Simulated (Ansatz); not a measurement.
# MgAl4 (built on the sites of a database entry of SrGa4): phonons and vibrational spectra, part 2 of 2

Aim: the vibrations of MgAl4 (built on the sites of a database entry of SrGa4), their spectra, and whether the structure is stable.

Ansatz 0.2.0; DFT PBE+D4, scalar-relativistic, plane waves, PAW.

So far. Step 3 (Relaxing to small forces for the phonons): The largest force component left is 0.15 meV/Å and the pressure is -0.001 GPa, within the tolerances set. The cell now holds 19.26 Å³/atom. The relaxed cell has a = 4.062, c = 11.672 Å (conventional setting).

The structure was built from a prototype and need not be the compound's stable phase.

## (4) Modes at Γ

The zone centre comes first: it holds the modes that light can see, as far as symmetry allows. No field response is asked, since the mesh shows no gap.

input.yaml reads:

```yaml
crystal:
  lattice:
    - [-2.0310792746, 2.0310792746, 5.8358540954]
    - [2.0310792746, -2.0310792746, 5.8358540954]
    - [2.0310792746, 2.0310792746, -5.8358540954]
  atoms:
    - { symbol: Mg, position: [0.0, 0.0, 0.0] }
    - { symbol: Al, position: [0.3937261687, 0.3937261687, 0.0] }
    - { symbol: Al, position: [0.6062738313, 0.6062738313, 0.0] }
    - { symbol: Al, position: [0.75, 0.25, 0.5] }
    - { symbol: Al, position: [0.25, 0.75, 0.5] }
kpoints:
  mp_grid: { grid: [12, 12, 12] }
hamiltonian:
  xc: pbe
  dispersion: d4
scf:
  occupations: { method: methfessel_paxton, width: 0.2 }
output:
  eigenvalues: true
phonons:
  method: dfpt
```

The run is started by

```bash
$ ansatz run input.yaml --threads 8 --pin off --max-ram 14336MiB --backend cpu --events-out ev --progress --plain --runs-dir out
```

Numbers of over 12 decimals in the logs are rounded to 6 here.

Output:

```text
zone centre: on kpoints.mp_grid the ground state, and the responses unless they are solved on pairs of k-points, stand on 280 of the mesh's 1728 k-points, reduced under 4 symmetry operations, with k and −k counted as one. Each operation leaves every solved displacement unchanged or reverses it
[...]
Crystal: 5 atoms, lattice volume = 96.298 Å³
Basis set: ecut = 420 eV, 1871 PW (Γ), exchange–correlation on 90×90×90 points (8 copies of the dense FFT grid, shifted against one another)
Bands: 16, of which v1, the nominal top of the filled ones, is band 11 counted from 1 (10 counted from 0)
Symmetry: 16 space group operations
k-points: 280 of 1728 (irreducible under 4 space group operations, time reversal used)
[...]
SCF iter   1: F=—  HF=-4074.622167 eV  |F-HF|=—  |Δ(HF+E_count)|=         —  Δρ=1.38e-3  dr2=6.27e-3  ethr=1.77e-3  ⟨swp⟩=5.9  Hψ=25855  notcnv=0
[...]
SCF iter   9: F=-4074.620970 eV  HF=-4074.620970 eV  |F-HF|=1.82e-12  |Δ(HF+E_count)|=  2.00e-11  S|Δr|=    0.00e0  Δρ=4.07e-8  dr2=9.15e-13  ethr=1.00e-12  ⟨swp⟩=5.6  Hψ=18231  notcnv=0
SCF 1 converged in 9 iterations: F = -4074.620970 eV  dr2 = 9.15e-13
[...]
DFPT response loops at Γ: preconditioner auto → Kerker (q_TF=auto, 2.133 Å⁻¹) (partly filled bands, converged f_vac=0.000); β = 1.00, the filter's whole step (`scf.mixing.beta` (0.50) is not read by the response loops under this deck's `scf.mixing.preconditioner`; to damp them name `kerker` or `kerker_dos`, under which they read `scf.mixing.beta`, and type it under 1.00, their step now; both keys bind the ground state too); Broyden in place of MSR1
SCF converged after 9 iterations
[...]
Free energy (F): -4074.620970 eV
[...]
Internal energy: -4074.622821 eV  (E = F + TS)
E sigma→0 (E₀):  -4074.621433 eV
Entropy (-TS):   0.001851 eV (0.370 meV/atom)
Fermi energy:    6.606438 eV
[...]
--- Band table (eV; the first three rows and the last of 280) ---
  k-point 0: bands = [... 7 lower, 4.9571, 4.9571, 6.4765, 6.7020, 6.7020, 6.9185, 7.9210, 8.3782, ... 1 higher]
  k-point 1: bands = [... 7 lower, 4.2283, 4.4011, 5.9291, 6.0234, 7.4133, 7.7185, 8.8960, 9.2033, ... 1 higher]
  k-point 2: bands = [... 7 lower, 3.2446, 3.6298, 4.9598, 5.0591, 8.6740, 9.0107, 9.2317, 10.4123, ... 1 higher]
  k-point 279: bands = [... 7 lower, 4.5862, 5.0472, 6.0051, 6.5872, 6.8977, 8.7222, 8.7222, 9.1869, ... 1 higher]
--- Phonons (Γ-DFPT): 6 representative perturbations + reference, on 280 of 1728 k-points (Σ response iterations 18) ---
  k mesh reduced under 4 symmetry operations, with k and −k counted as one. Each operation leaves every solved displacement unchanged or reverses it
  ASR residual: 8.770e-5 → 0.000e0 eV/Å²; symmetrization residual: 5.108e-6 eV/Å²
  pairwise dispersion correction: d4 (s6 = 1.0, s8 = 0.95948085, s9 = 1.0, a1 = 0.38574991, a2_bohr = 4.80688534), with the weights of each atom's references fixed at the reference crystal's, and the forces and stress that the weights' published response gives there kept as a pressure on the atom's counted neighbours (hamiltonian.dispersion)
  ASR residual per site (eV/Å²): 8.77e-5 6.10e-6 6.10e-6 1.18e-5 1.18e-5
  Γ frequencies (cm⁻¹): 0.00 0.00 0.00 104.21 119.81 119.81 147.62 147.62 216.85 282.88 282.88 323.71 327.70 327.70 430.46
  non-analytic LO–TO correction: not included (Born effective charges unavailable; polar crystals: no LO–TO splitting at Γ)
```

The job ended after 43 s (8 threads of Intel Xeon Platinum 8375C at 2.90GHz (Ice Lake), shared host; peak memory 1.7 GiB; 4.9 min of CPU time).

Reading the cycles: dr2 is the Hartree energy of the density residual (eV), the measure of convergence; HF is the Harris–Foulkes estimate of the energy, which meets the free energy F at convergence.

This step gave:

```yaml
sum_rule_residual_before_enforcement: 8.77e-5 eV/Å²
point_group: 4/mmm
highest_optical_mode_at_the_zone_centre_no_lo_to_term: 430.5 cm⁻¹
lowest_optical_zone_centre_mode: 104.2 cm⁻¹
```

Patterns of degenerate modes are one choice out of their space. Modes at Γ, with each element's share of the kinetic energy:

| mode | frequency (cm⁻¹) | symmetry | Mg % | Al % |
| --- | --- | --- | --- | --- |
| 1 | 0.0 | acoustic | 18 | 82 |
| 2 | 0.0 | acoustic | 18 | 82 |
| 3 | 0.0 | acoustic | 18 | 82 |
| 4 | 104.2 | A2u | 82 | 18 |
| 5 | 119.8 | Eg | 0 | 100 |
| 6 | 119.8 | Eg | 0 | 100 |
| 7 | 147.6 | Eu | 77 | 23 |
| 8 | 147.6 | Eu | 77 | 23 |
| 9 | 216.8 | B1g | 0 | 100 |
| 10 | 282.9 | Eu | 5 | 95 |
| 11 | 282.9 | Eu | 5 | 95 |
| 12 | 323.7 | A2u | 0 | 100 |
| 13 | 327.7 | Eg | 0 | 100 |
| 14 | 327.7 | Eg | 0 | 100 |
| 15 | 430.5 | A1g | 0 | 100 |

Displacements in mode 4 (104.2 cm⁻¹), the largest set to 1:
```
Mg1  0.00  0.00  1.00
Al2  0.00  0.00 -0.22
Al3  0.00  0.00 -0.22
Al4  0.00  0.00 -0.23
Al5  0.00  0.00 -0.23
```

Displacements in mode 15 (430.5 cm⁻¹), the largest set to 1:
```
Mg1  0.00  0.00  0.00
Al2  0.00  0.00  1.00
Al3  0.00  0.00 -1.00
Al4  0.00  0.00  0.00
Al5  0.00  0.00  0.00
```

Before it was imposed, the acoustic sum rule was missed by 8.8e-5 eV/Å². Small misses are needed for a sound result but don't prove that mesh and cutoff are converged. The lowest optical mode is real, 104 cm⁻¹.

## (5) Response at finite wavevector

Stability and thermal properties need the whole zone. Linear response on a 2×2×2 q mesh gives force constants as far as a supercell of that size would.

input.yaml, as its differences from that of step 4:

```diff
@@ -22 +22,10 @@
   method: dfpt
+  qmesh: [2, 2, 2]
+  temperatures: { t_max: 1000, t_step: 50 }
+  qpath:
+    path:
+      - [[0.0, 0.0, 0.0], [0.0, 0.0, 0.5], [0.25, 0.25, 0.25], [0.0, 0.5, 0.0], [0.0, 0.0, 0.0], [0.5, 0.5, -0.5], [0.28028202, 0.71971798, -0.28028202]]
+      - [[-0.28028202, 0.28028202, 0.28028202], [0.0, 0.0, 0.0]]
+      - [[0.0, 0.0, 0.5], [-0.06056405, 0.06056405, 0.5]]
+      - [[0.5, 0.5, -0.06056405], [0.5, 0.5, -0.5]]
+    npoints: 10
```

Output:

```text
Warning: phonons: the dynamical matrix that this run interpolates holds no multipole term above the dipole-dipole one, and a site of this crystal is no centre of inversion, so its interpolated transverse optical and acoustic branches and sound speeds can stay off near Gamma, and the density of states and the thermodynamics with them. What a run solves at a wave vector of phonons.qpoints, Gamma apart, where the deck admits one, is free of this, and under fd what a larger phonons.supercell samples
[...]
Crystal: 5 atoms, lattice volume = 96.298 Å³
Basis set: ecut = 420 eV, 1871 PW (Γ), exchange–correlation on 90×90×90 points (8 copies of the dense FFT grid, shifted against one another)
Bands: 16, of which v1, the nominal top of the filled ones, is band 11 counted from 1 (10 counted from 0)
Symmetry: 16 space group operations
k-points: 163 of 1728
[...]
SCF iter   1: F=—  HF=-4074.622169 eV  |F-HF|=—  |Δ(HF+E_count)|=         —  Δρ=1.38e-3  dr2=6.28e-3  ethr=1.77e-3  ⟨swp⟩=5.9  Hψ=15052  notcnv=0
[...]
SCF iter   9: F=-4074.620970 eV  HF=-4074.620970 eV  |F-HF|=9.09e-13  |Δ(HF+E_count)|=  1.82e-11  S|Δr|=    0.00e0  Δρ=4.24e-8  dr2=9.84e-13  ethr=1.00e-12  ⟨swp⟩=5.7  Hψ=10643  notcnv=0
SCF 1 converged in 9 iterations: F = -4074.620970 eV  dr2 = 9.84e-13
[...]
SCF iter   1: F=—  HF=-4074.620962 eV  |F-HF|=—  |Δ(HF+E_count)|=         —  Δρ=3.32e-7  dr2=3.86e-11  ethr=5.71e-8  ⟨swp⟩=3.4  Hψ=22805  notcnv=0
eigensolver tolerance schedule: the retry pair's looser diagonalisation over-reported the residual by 325174.54 of it (diagonalisation noise at an unbounded share of the residual, at the tolerance the schedule requests for it); recorded, not acted on — ethr = c·dr2/N_el stays at c = 1.0e-1
[...]
SCF iter   2: F=—  HF=-4074.620970 eV  |F-HF|=—  |Δ(HF+E_count)|=   7.95e-6  S|Δr|=    0.00e0  Δρ=1.88e-7  dr2=1.11e-11  ethr=1.00e-12  ⟨swp⟩=3.1  Hψ=5942  notcnv=0
SCF iter   3: F=-4074.620970 eV  HF=-4074.620970 eV  |F-HF|=9.09e-12  |Δ(HF+E_count)|=  1.36e-11  S|Δr|=    0.00e0  Δρ=1.05e-7  dr2=3.68e-12  ethr=1.00e-12  ⟨swp⟩=3.6  Hψ=7578  notcnv=0
SCF 2 converged in 3 iterations: F = -4074.620970 eV  dr2 = 3.68e-12
phonons: the bands overlap, so this run is a metal and interpolates without the dipole-dipole term. If the crystal is really an insulator or semiconductor, its LO-TO splitting is missing
NSCF: frozen V_eff on 163 k-points
[...]
DFPT response loops at q = (0, 0, 0) (fractional): preconditioner auto → Kerker (q_TF=auto, 2.133 Å⁻¹) (partly filled bands, converged f_vac=0.000); β = 1.00, the filter's whole step (`scf.mixing.beta` (0.50) is not read by the response loops under this deck's `scf.mixing.preconditioner`; to damp them name `kerker` or `kerker_dos`, under which they read `scf.mixing.beta`, and type it under 1.00, their step now; both keys bind the ground state too); Broyden in place of MSR1
[...]
SCF converged after 9 iterations
[...]
Free energy (F): -4074.620970 eV
[...]
Internal energy: -4074.622821 eV  (E = F + TS)
E sigma→0 (E₀):  -4074.621433 eV
Entropy (-TS):   0.001851 eV (0.370 meV/atom)
Fermi energy:    6.606438 eV
[...]
--- Band table (eV; the first three rows and the last of 163) ---
  k-point 0: bands = [... 7 lower, 4.9571, 4.9571, 6.4765, 6.7020, 6.7020, 6.9185, 7.9210, 8.3782, ... 1 higher]
  k-point 1: bands = [... 7 lower, 4.2283, 4.4011, 5.9291, 6.0234, 7.4133, 7.7185, 8.8960, 9.2033, ... 1 higher]
  k-point 2: bands = [... 7 lower, 3.2446, 3.6298, 4.9598, 5.0591, 8.6740, 9.0107, 9.2317, 10.4123, ... 1 higher]
  k-point 162: bands = [... 7 lower, 4.5862, 5.0472, 6.0051, 6.5872, 6.8977, 8.7222, 8.7222, 9.1869, ... 1 higher]
--- Phonons (Γ-DFPT): 6 representative perturbations + reference (Σ response iterations 18) ---
  ASR residual: 9.102e-5 → 0.000e0 eV/Å²; symmetrization residual: 5.068e-6 eV/Å²
[...]
ASR residual per site (eV/Å²): 9.10e-5 6.58e-6 6.58e-6 1.20e-5 1.20e-5
[...]
--- Phonons (arbitrary-q DFPT): 4 irreducible q on the 2×2×2 mesh ---
  q = [0.0000, 0.0000, 0.0000] (star 1, of the zone-centre solve; hermiticity 8.55e-7, symmetrization 6.44e-14): -0.00 0.00 0.00 104.21 119.81 119.81 147.62 147.62 216.85 282.88 282.88 323.71 327.70 327.70 430.46
  q = [0.0000, 0.0000, -0.5000] (star 2, 6 solved perturbations in 2268 linear systems a pass and spin channel, the states on 476 of 1728 k-point pairs; hermiticity 1.14e-6, symmetrization 7.48e-13): -79.49 39.76 89.88 115.61 148.83 162.21 197.13 198.34 211.70 242.13 256.45 304.15 316.63 342.82 431.00
  q = [0.0000, -0.5000, 0.0000] (star 4, 9 solved perturbations on 476 of 1728 k-point pairs; hermiticity 5.80e-7, symmetrization 6.04e-13): 36.54 64.94 87.54 105.26 133.31 137.24 137.80 183.80 235.25 280.48 286.41 302.03 302.73 325.83 431.13
[...]
sum rule: each row above includes the acoustic sum rule's correction from the zone centre's row sums; it moved no ω² by more than (1.01 cm⁻¹)²
  mesh force constants: q→R imaginary residual 8.70e-18; ASR residual 9.102e-5 → 0.000e0 eV/Å²; symmetrization residual 2.665e-15 eV/Å²
  interpolated dispersion: 94 rows × 15 modes
  density of states and harmonic sums: on the 16×16×22 q-mesh, interpolated from the force constants of a 2×2×2 supercell (no non-analytic term)
  largest difference from the sums on the solved wave vectors: F 4.72e-3 eV, S 1.97e-5 and C_V 8.03e-6 eV/K
  zero-point energy: 0.186522 eV/cell   skipped modes (ω ≤ 0): 1060, of them read as no rigid motion or as one in doubt: 1057 (7.177e-1 modes/cell left out, lowest -79.49 cm⁻¹)   left out of the sums: 4.79e-2 of the cell's modes: C_V's classical limit lies that fraction below 3 k_B per atom; for a crystal, a wire or a layer, F and S can be off by more, and a phonons.interpolated_qmesh denser along its periods is the remedy for the sampling
```

Wall time 3.5 min (8 threads); peak memory 2.1 GiB; 26 min of CPU time.

This step gave:

- sum-rule residual before enforcement: 9.10e-5 eV/Å²
- lowest frequency on the path: -79.49 cm⁻¹
- highest frequency on the path or at a solved wavevector: 432.3 cm⁻¹
- lowest mode on the q mesh (acoustic modes at Γ apart): -79.49 cm⁻¹

Frequencies (cm⁻¹) solved at each irreducible wavevector; negative means imaginary. Frequencies by wavevector, by row:

| q in reciprocal lattice units | star | mode 1 | mode 2 | mode 3 | mode 4 | mode 13 | mode 14 | mode 15 |
| --- | --- | --- | --- | --- | --- | --- | --- | --- |
| 0 0 0 | 1 | 0 | 0 | 0 | 104.2 | 327.7 | 327.7 | 430.5 |
| 0 0 -0.5 | 2 | -79.5 | 39.8 | 89.9 | 115.6 | 316.6 | 342.8 | 431 |
| 0 -0.5 0 | 4 | 36.5 | 64.9 | 87.5 | 105.3 | 302.7 | 325.8 | 431.1 |
| -0.5 -0.5 -0.5 | 1 | 48.8 | 48.8 | 79.8 | 79.8 | 327.2 | 327.2 | 432 |

Interpolated from a 2×2×2 q mesh, rough between the solved points. The phonon branches at the labelled points (cm⁻¹):

| point | branch 1 | branch 2 | branch 3 | branch 4 | branch 12 | branch 13 | branch 14 | branch 15 |
| --- | --- | --- | --- | --- | --- | --- | --- | --- |
| Γ | 0 | 0 | 0 | 104 | 324 | 328 | 328 | 430 |
| halfway | -54 | -27 | 86 | 140 | 302 | 311 | 342 | 430 |
| X | -80 | 40 | 90 | 116 | 304 | 317 | 343 | 431 |
| halfway | -74 | -17 | 91 | 126 | 306 | 315 | 344 | 431 |
| P | -58 | -58 | 92 | 142 | 311 | 311 | 344 | 431 |
| halfway | -36 | -27 | 83 | 129 | 308 | 309 | 338 | 431 |
| N | 36 | 65 | 88 | 105 | 302 | 303 | 326 | 431 |
| halfway | 45 | 54 | 65 | 106 | 310 | 321 | 329 | 430 |
| Γ | 0 | 0 | 0 | 104 | 324 | 328 | 328 | 430 |
| halfway | 26 | 26 | 79 | 101 | 299 | 327 | 327 | 431 |
| M | 49 | 49 | 80 | 80 | 275 | 327 | 327 | 432 |
| halfway | 25 | 60 | 86 | 93 | 298 | 318 | 322 | 432 |
| S | -27 | 82 | 105 | 111 | 297 | 307 | 321 | 432 |
| jump to S0 | -27 | 82 | 105 | 111 | 297 | 307 | 321 | 432 |
| halfway | 38 | 60 | 74 | 99 | 306 | 319 | 332 | 430 |
| Γ | 0 | 0 | 0 | 104 | 324 | 328 | 328 | 430 |
| jump to X | -80 | 40 | 90 | 116 | 304 | 317 | 343 | 431 |
| halfway | -78 | 40 | 89 | 115 | 304 | 317 | 342 | 431 |
| R | -74 | 40 | 87 | 114 | 303 | 317 | 341 | 431 |
| jump to G′ | -74 | 40 | 87 | 114 | 303 | 317 | 341 | 431 |
| halfway | 46 | 54 | 84 | 90 | 301 | 311 | 324 | 432 |
| M | 49 | 49 | 80 | 80 | 275 | 327 | 327 | 432 |

Tetrahedra on a 16×16×22 mesh, mean over bins of 5 cm-1. Interpolated from a 2×2×2 q mesh, rough between the solved points. The phonon density of states by wavenumber; read off at these points:

| wavenumber (cm⁻¹) | phonon density of states (1/cm⁻¹/cell) |
| --- | --- |
| -78 | 0.00196 |
| -62 | 0.00693 |
| -48 | 0.00817 |
| -38 | 0.00898 |
| -22 | 0.0156 |
| -8 | 0.00846 |
| 8 | 0.00941 |
| 18 | 0.0137 |
| 32 | 0.0303 |
| 48 | 0.0181 |
| 62 | 0.0140 |
| 72 | 0.0317 |
| 82 | 0.0545 |
| 88 | 0.0541 |
| 102 | 0.0338 |
| 118 | 0.0398 |
| 128 | 0.0453 |
| 142 | 0.104 |
| 158 | 0.0390 |
| 172 | 0.0366 |
| 182 | 0.0395 |
| 198 | 0.035 |
| 212 | 0.0454 |
| 228 | 0.0280 |
| 238 | 0.0222 |
| 252 | 0.0233 |
| 268 | 0.0356 |
| 282 | 0.0533 |
| 292 | 0.0478 |
| 308 | 0.0908 |
| 312 | 0.107 |
| 322 | 0.0457 |
| 328 | 0.0621 |
| 338 | 0.0357 |
| 348 | 0 |
| 362 | 0 |
| 378 | 0 |
| 392 | 0 |
| 402 | 0 |
| 418 | 0 |
| 432 | 0.185 |

The partial phonon density of states has structure finer than the step of the table below, so its rows give means over 20 cm⁻¹, whole bins alone (the curve runs from -89.2 to 455 cm⁻¹). Peaks (cm⁻¹: height): Al 143.6: 0.0338, 212.1: 0.0358, 311.4: 0.0918, 431.3: 0.101; Mg 85.4: 0.0266, 140.2: 0.0642.

Phonopy on the run's constants, 15x15x19 mesh, Gaussian sigma 3.9 cm-1. Interpolated from a 2×2×2 q mesh, rough between the solved points. The partial phonon density of states by wavenumber; means over each step; values in 1/cm⁻¹/cell:

| wavenumber (cm⁻¹) | Al | Mg |
| --- | --- | --- |
| -60 | 0.00573 | 0.00125 |
| -40 | 0.00881 | 0.00183 |
| -20 | 0.0110 | 0.00326 |
| 0 | 0.00391 | 0.00124 |
| 20 | 0.0132 | 0.00451 |
| 40 | 0.0187 | 0.00592 |
| 60 | 0.0147 | 0.00574 |
| 80 | 0.0220 | 0.0191 |
| 100 | 0.0226 | 0.0137 |
| 120 | 0.0266 | 0.0148 |
| 140 | 0.0312 | 0.0475 |
| 160 | 0.0213 | 0.0200 |
| 180 | 0.0308 | 0.00674 |
| 200 | 0.0291 | 9.8e-4 |
| 220 | 0.0300 | 6.1e-4 |
| 240 | 0.0219 | 6.1e-4 |
| 260 | 0.0303 | 3.8e-4 |
| 280 | 0.0468 | 5.7e-4 |
| 300 | 0.0667 | 5.3e-4 |
| 320 | 0.0649 | 3.0e-4 |
| 340 | 0.0280 | 1.9e-5 |
| 360 | 3.1e-4 | 0 |
| 380 | 0 | 0 |
| 400 | 0 | 0 |
| 420 | 0.0205 | 6.1e-6 |
| 440 | 0.0295 | 9.3e-6 |

Symmetry leaves 4 wavevectors to solve. The lowest mode among them, the acoustic zeros apart, lies at q = (0, 0, -0.5) and is imaginary, 79.5i cm⁻¹, so the energy falls along it.

## (6) Isotope substitution

An isotope changes the mass and not the force constants, so no new electronic calculation is needed; the shifts show which modes move this element.

The same force constants with the mass of Mg changed from 24.305 to 25.983 u (phonopy, no LO-TO term). Both lists are sorted by frequency; levels can cross, so a row need not hold one and the same mode. Modes under 3 cm⁻¹ are left out. Isotope shifts, by row, the first 40 of 57 rows:

| q | rank | natural mass (cm⁻¹) | changed mass (cm⁻¹) |
| --- | --- | --- | --- |
| 0 0 0 | 4 | 104.2 | 101.4 |
| 0 0 0 | 5 | 119.8 | 119.8 |
| 0 0 0 | 6 | 119.8 | 119.8 |
| 0 0 0 | 7 | 147.6 | 143.9 |
| 0 0 0 | 8 | 147.6 | 143.9 |
| 0 0 0 | 9 | 216.8 | 216.8 |
| 0 0 0 | 10 | 282.9 | 282.5 |
| 0 0 0 | 11 | 282.9 | 282.5 |
| 0 0 0 | 12 | 323.7 | 323.7 |
| 0 0 0 | 13 | 327.7 | 327.7 |
| 0 0 0 | 14 | 327.7 | 327.7 |
| 0 0 0 | 15 | 430.5 | 430.5 |
| 0 0 -0.5 | 1 | -79.49 | -78.97 |
| 0 0 -0.5 | 2 | 39.76 | 39.76 |
| 0 0 -0.5 | 3 | 89.88 | 87.01 |
| 0 0 -0.5 | 4 | 115.6 | 112.5 |
| 0 0 -0.5 | 5 | 148.8 | 148.7 |
| 0 0 -0.5 | 6 | 162.2 | 158 |
| 0 0 -0.5 | 7 | 197.1 | 197.1 |
| 0 0 -0.5 | 8 | 198.3 | 198.3 |
| 0 0 -0.5 | 9 | 211.7 | 211.7 |
| 0 0 -0.5 | 10 | 242.1 | 240.6 |
| 0 0 -0.5 | 11 | 256.4 | 256.4 |
| 0 0 -0.5 | 12 | 304.1 | 304.1 |
| 0 0 -0.5 | 13 | 316.6 | 316.4 |
| 0 0 -0.5 | 14 | 342.8 | 342.8 |
| 0 0 -0.5 | 15 | 431 | 431 |
| 0 -0.5 0 | 1 | 36.54 | 35.72 |
| 0 -0.5 0 | 2 | 64.94 | 64.94 |
| 0 -0.5 0 | 3 | 87.54 | 87.46 |
| 0 -0.5 0 | 4 | 105.3 | 105.3 |
| 0 -0.5 0 | 5 | 133.3 | 131 |
| 0 -0.5 0 | 6 | 137.2 | 133.4 |
| 0 -0.5 0 | 7 | 137.8 | 133.8 |
| 0 -0.5 0 | 8 | 183.8 | 183.8 |
| 0 -0.5 0 | 9 | 235.2 | 235.2 |
| 0 -0.5 0 | 10 | 280.5 | 280.4 |
| 0 -0.5 0 | 11 | 286.4 | 286.4 |
| 0 -0.5 0 | 12 | 302 | 302 |
| 0 -0.5 0 | 13 | 302.7 | 302.7 |

A mode of this element alone would shift by -3.28 %. The highest zone-centre frequency without the field goes from 430.5 to 430.5 cm⁻¹ (+0.0 %). The product of the frequency ratios over all optical modes at Γ is 0.922; the product rule, (m/m′)^(3k/2) (M′/M)^(3/2) with k = 1 such atoms and M the mass of the cell, gives 0.922.

## (7) Results

```
space group after relaxation (within 0.01 Å)            : I4/mmm
volume per atom                                         : 19.3 Å³
electronic character                                    : no gap on this mesh
highest optical mode at the zone centre (no LO-TO term) : 430 cm⁻¹
lowest optical zone-centre mode                         : 104 cm⁻¹
lowest mode on the q mesh (acoustic modes at Γ apart)   : -79.5 cm⁻¹
highest frequency on the path or at a solved wavevector : 432 cm⁻¹
imaginary modes on the 2×2×2 q mesh                     : yes
```

In words: Modes are clearly imaginary (beyond 10i cm⁻¹) at 1 of the 4 irreducible wavevectors, most at q = (0, 0, -0.5) (79.5i cm⁻¹), so this structure is not a minimum of the energy. The optical modes at Γ span 104 to 430 cm⁻¹. The highest mode in this list at Γ, 430.5 cm⁻¹, is mostly motion of Al (100 % of the kinetic energy). The q mesh stands for a supercell only 8.1 Å across, so branches between the solved wavevectors are rough. With no gap, or one that is small against the smearing, the frequencies hang on the k mesh and the smearing, most of all near Kohn anomalies. In the phonons the program treats the change of the C6 weights of the dispersion term with coordination only in part. The starting cell was built on a prototype and not taken from a measurement, so the phase need not exist. These are harmonic frequencies at zero temperature: anharmonic shifts, linewidths and thermal expansion are left out.

[Logs are printed without paths, hosts, clocks, repeated set-up lines and the standing remarks that a program may print on its own settings, such as how far it seeks lower states.]

[Hosts, paths, dates, database ids (printed as entryN), source tags and the programs' standing remarks are cut or masked in the printed files.]
